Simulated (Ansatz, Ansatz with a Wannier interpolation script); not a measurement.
Rows from a G0W0 calculation on ThSeO (P4/nmm) (Ansatz 0.2.0; G0W0 on LDA, plane waves, PAW; 4×4×2 mesh, 478 empty bands, screening to 150 eV), in eV. Spin-orbit coupling is left out.

```
row      Σx     Σc     Vxc     Z
  A  -18.55   1.41  -16.77  0.77
  B  -13.41  -7.07  -22.32  0.75
  C   -9.86  -4.62  -15.16  0.78
  D  -18.39   1.75  -16.22  0.77
  E   -9.16  -4.93  -14.94  0.78
  F  -13.08  -6.51  -21.21  0.74
```

Question: Which rows are filled states and which are empty ones, and how can one tell?

Filled: A and D. Empty: B, C, E and F. The sign of Σc tells: for a filled state bare exchange, which holds its interaction with itself, lies below Vxc (Σx − Vxc is -1.8 eV or lower here) and screening gives part back as a positive Σc. For an empty state Σx lies above Vxc (+5.3 eV or more) and the Coulomb hole leaves Σc negative.

[Paths, hosts, dates, memory and timing lines, banners, echoed tables and standing remarks are left out of the program output.]

[Logs are printed without paths, hosts, clocks, repeated set-up lines and the standing remarks that a program may print on its own settings, such as how far it seeks lower states.]

[Runs of the session that timed out or met a known fault of the program may be left out.]

[Hosts, paths, dates, database ids (printed as entryN), source tags and the programs' standing remarks are cut or masked in the printed files.]
